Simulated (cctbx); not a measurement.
## Absolute structure of ZrTi3V2Ge12

Space group P2 (no. 3), a = 4.8100 Å, b = 13.7660 Å, c = 4.9091 Å, α = 90.00°, β = 118.32°, γ = 90.00°.

```csv
atom,mult.,x,y,z,Ueq (Å²)
Zr1,1,1/2,0.2490,1/2,0.0189
Ge1,2,0.8200,0.0851,0.6726,0.0324
Ge2,2,0.8563,0.5783,0.6894,0.0181
Ge3,2,0.8318,0.2475,0.1615,0.0152
Ge4,2,0.8147,0.7430,0.1401,0.0119
Ge5,2,0.3233,0.4137,0.1651,0.0259
Ge6,2,0.3295,0.9219,0.1538,0.0141
V1,1,1/2,0.0850,0,0.0132
V2,1,1/2,0.5792,0,0.0173
Ti1,1,1/2,0.7523,1/2,0.0273
Ti2,1,0,0.4139,1/2,0.0199
Ti3,1,0,0.9153,1/2,0.0290
```

The model is made up (kin elements in a known structure type, no relaxation), so it says nothing on whether the phase exists.

Data sets are simulated with cctbx and refined with Bijvoet mates kept apart; Flack x is then fitted as the share of an inverted twin with the atoms fixed, Hooft y from the Bijvoet differences. The group has rotations alone, so the crystal has a hand.

Untwinned crystal. What Flack and Hooft values should come out?

| λ (Å) | extinction (unmodelled) | d min (Å) | top counts | error (%) | model | R1 | Flack x | s.u. | Hooft y | s.u. | pairs |
| --- | --- | --- | --- | --- | --- | --- | --- | --- | --- | --- | --- |
| 0.71073 | 0 | 0.77 | 40000 | 1.5 | as given | 0.0275 | 0.04 | 0.03 | 0.031 | 0.032 | 624 |
| 0.71073 | 0 | 0.77 | 40000 | 1.5 | inverted | 0.0367 | 0.94 | 0.03 | 0.975 | 0.034 | 624 |
| 1.54184 | 0 | 0.83 | 20000 | 6 | as given | 0.0391 | -0.02 | 0.02 | -0.004 | 0.025 | 492 |

With Mo Kα, x is within 3 s.u. of 0, so the hand is right. With Cu Kα, x is within 3 s.u. of 0, so the hand is right. Inverting the model turns x into about 1 − x.

[Logs are printed without paths, hosts, clocks, repeated set-up lines and the standing remarks that a program may print on its own settings, such as how far it seeks lower states.]
